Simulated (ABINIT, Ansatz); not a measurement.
# Ba2TaBiO6 (R-3): changed settings of a GW run in ABINIT

Aim: change inputs of a GW run on Ba2TaBiO6 (R-3) and see what moves.

Program: ABINIT 10.8.3. Level of theory: LDA and many-body steps on it, plane waves. Results are calculated unless marked as measured.

Most raw output is cut from this account.

### 1. The structure

Symmetry: R-3, No. 148, trigonal system. Conventional cell: a = 6.151 Å, b = 6.151 Å, c = 14.869 Å, α = 90.00°, β = 90.00°, γ = 120.00°. Ba has 12 O at 2.76 to 3.40 Å nearest. Ta has 6 O at 2.01 Å nearest. Nearest to Bi lie 6 O at 2.36 Å. Nearest to O lie 1 Ta at 2.01 Å and 1 Bi at 2.36 Å and 4 Ba at 2.76 to 3.40 Å. Farther neighbours and most contacts between anions are not listed.

As a file:

```cif
data_structure
_symmetry_space_group_name_H-M 'P 1'
_symmetry_Int_Tables_number 1
_cell_length_a 6.0973
_cell_length_b 6.0973
_cell_length_c 6.0973
_cell_angle_alpha 60.587
_cell_angle_beta 60.587
_cell_angle_gamma 60.587
_cell_volume 162.41
loop_
_atom_site_label
_atom_site_type_symbol
_atom_site_fract_x
_atom_site_fract_y
_atom_site_fract_z
_atom_site_occupancy
Ba1 Ba 0.74882 0.74882 0.74882 1
Ba2 Ba 0.25118 0.25118 0.25118 1
Ta3 Ta 0.50000 0.50000 0.50000 1
Bi4 Bi 0.00000 0.00000 0.00000 1
O5 O 0.72551 0.21886 0.32204 1
O6 O 0.21886 0.32204 0.72551 1
O7 O 0.32204 0.72551 0.21886 1
O8 O 0.27449 0.78114 0.67797 1
O9 O 0.67797 0.27449 0.78114 1
O10 O 0.78114 0.67797 0.27449 1
```

The cell and positions are those that the Materials Project relaxed with its own functionals (PBE, PBE+U or r2SCAN), kept fixed. Spin-orbit coupling is left out unless a step names it.

### 2. Screening, 2×2×2 mesh, 188 bands, screening to 141.5 eV

This step: ABINIT 10.8.3; RPA screening on LDA, plane waves, norm-conserving pseudopotentials.

The RPA dielectric matrix is built and inverted for each q.

run.abi

```
acell 3*1.0 Angstrom
rprim 
  3.075626834241 1.775713980676 4.956223105800
  -3.075626834241 1.775713980676 4.956223105800
  0.000000000000 -3.551427961352 4.956223105800
ntypat 4
znucl 56 73 83 8
natom 10
typat 1 1 2 3 4 4 4 4 4 4
xred 
  0.748816000000 0.748816000000 0.748816000000
  0.251184000000 0.251184000000 0.251184000000
  0.500000000000 0.500000000000 0.500000000000
  0.000000000000 0.000000000000 0.000000000000
  0.725510000000 0.218856000000 0.322035000000
  0.218856000000 0.322035000000 0.725510000000
  0.322035000000 0.725510000000 0.218856000000
  0.274490000000 0.781144000000 0.677965000000
  0.677965000000 0.274490000000 0.781144000000
  0.781144000000 0.677965000000 0.274490000000
pp_dirpath "pseudos"
pseudos "Ba.upf, Ta.upf, Bi.upf, O.upf"
ecut 62
ngkpt 2 2 2
nshiftk 1
shiftk 0 0 0
kptopt 1
chksymbreak 0
istwfk *1
occopt 1
irdwfk 1
optdriver 3
nband 188
ecuteps 5.2
inclvkb 2
awtr 1
symchi 1
indata_prefix "in"
outdata_prefix "out"
tmpdata_prefix "tmp"
```

On the command line:

```sh
$ OMP_NUM_THREADS=1 mpirun -n 4 abinit run.abi > log
```

The job ended after 6.2 min (4 MPI ranks of Arm Neoverse V1, shared host; peak memory 6.2 GiB).

Numbers from this step:

- ε∞ with local fields, on this mesh, along the program's q direction: 6.587
- the same without local fields: 7.199
- plasma frequency: 30.00 eV
- plane waves in the screening matrix: 609

Local fields lower ε∞ by 9 %. On a Γ-centred mesh this coarse the value itself is usually too large, while a short band sum pulls it down.

### 3. Base

The self-energy is evaluated for the states that the input lists, and the levels follow from it, in one-shot runs by the linearised quasiparticle equation.

This step: G0W0 on LDA, plane waves, norm-conserving pseudopotentials.

Edit run.abi of step 2 so:

```diff
@@ -31,8 +31,19 @@
 irdwfk 1
-optdriver 3
+optdriver 4
 nband 188
+gwcalctyp 0
+ecutsigx 62
+symsigma 1
+nkptgw 3
+kptgw 
+  0.5000000000 0.5000000000 0.5000000000
+  0.5000000000 0.0000000000 0.0000000000
+  0.0000000000 0.0000000000 0.0000000000
+bdgw 
+  52 56
+  52 55
+  51 55
 ecuteps 5.2
-inclvkb 2
-awtr 1
-symchi 1
+irdscr 1
+ppmodel 1
 indata_prefix "in"
```

Wall time 79 s (4 MPI ranks); peak memory 3.7 GiB.

This step gave:

| Property | Result |
| --- | --- |
| G0W0 gap on the points computed | 3.365 eV |
| starting gap on the mesh | 2.549 eV |
| k of the valence top | 0.5, 0.5, 0.5 |
| k of the conduction bottom | 0.5, 0, 0 |
| Z at the valence top | 0.789 |
| Z at the conduction bottom | 0.828 |
| least direct G0W0 gap on the computed points | 3.398 eV |

The gap on the mesh goes from 2.55 eV to 3.37 eV, a correction of +0.82 eV.

### 4. Exchange cutoff

Edit run.abi of step 3 so:

```diff
@@ -34,3 +34,3 @@
 gwcalctyp 0
-ecutsigx 62
+ecutsigx 9.3
 symsigma 1
```

It took 72 s on 4 MPI ranks; peak memory 3.6 GiB.

This step gave:

| Property | Result |
| --- | --- |
| G0W0 gap on the points computed | 3.204 eV |
| starting gap on the mesh | 2.549 eV |
| k of the valence top | 0.5, 0.5, 0.5 |
| k of the conduction bottom | 0.5, 0, 0 |
| Z at the valence top | 0.789 |
| Z at the conduction bottom | 0.828 |
| least direct G0W0 gap on the computed points | 3.234 eV |

### 5. Point off the mesh

Edit run.abi of step 4 so:

```diff
@@ -34,13 +34,9 @@
 gwcalctyp 0
-ecutsigx 9.3
+ecutsigx 62
 symsigma 1
-nkptgw 3
+nkptgw 1
 kptgw 
-  0.5000000000 0.5000000000 0.5000000000
-  0.5000000000 0.0000000000 0.0000000000
-  0.0000000000 0.0000000000 0.0000000000
+  0.137 0.291 0
 bdgw 
-  52 56
-  52 55
-  51 55
+  53 54
 ecuteps 5.2
```

Run time: 4.9 s. Hardware: 4 MPI ranks; peak memory 0.2 GiB.

The run stopped with an error after 4.9 s.

The program's words: k-point [ 1.3700E-01,  2.9100E-01,  0.0000E+00]  not in the list of k points treated in the preparatory SCF run. Change kptgw, or shiftk of previous run.

The fault put into this input: point off the mesh.

### 6. Side by side

Times are wall times on 4 MPI ranks of Arm Neoverse V1, shared host, good to a factor of about two. A run's time includes the screening step that it read.

```
            run   mesh  bands  screening cutoff (eV)  DFT gap (eV)  gap on the mesh (eV)  direct (eV)  ε∞ used     time
           base  2×2×2    188                  141.5         2.549                 3.365        3.398     6.59  7.6 min
exchange cutoff  2×2×2    188                  141.5         2.549                 3.204        3.234     6.59  7.4 min
```

### 7. Outcome

* base: 3.365 eV
* exchange cutoff: 3.204 eV
* known limits: not at the basis limit; no spin-orbit coupling; coarse k mesh

What this shows: Exchange cutoff: −0.161 eV against base (keys changed: ecutsigx). Bands and cutoff are finite, so the gap is not at the basis limit. The miss can reach some tenths of an eV and take either sign; the mesh is an error of its own. In the G0W0 runs levels were corrected at 3 k points alone, so a gap called «on the mesh» is the least over those, and an edge elsewhere would be missed. The 2×2×2 mesh is coarse for this cell, which bears on the long-range parts of exchange and screening. Where an edge is built on 6p states of lead, bismuth or thallium, scalar-relativistic gaps usually stand too wide, by a few tenths to over one eV. The many-body steps are scalar-relativistic: spin-orbit coupling is not in them.

[Paths, hosts, dates, memory and timing lines, banners, echoed tables and standing remarks are left out of the program output.]

[Logs are printed without paths, hosts, clocks, repeated set-up lines and the standing remarks that a program may print on its own settings, such as how far it seeks lower states.]

[Runs of the session that timed out or met a known fault of the program may be left out.]

[Hosts, paths, dates, database ids (printed as entryN), source tags and the programs' standing remarks are cut or masked in the printed files.]

[G0W0 gaps are taken among the corrected bands and points alone; a level outside them can change the order at an edge.]

[Where Ansatz stands beside ABINIT at settings called matched, ABINIT's density can come from a denser mesh and the files from another edition; pairs whose starting gaps differed by over 0.03 eV were left out, so agreement reads better than it is.]
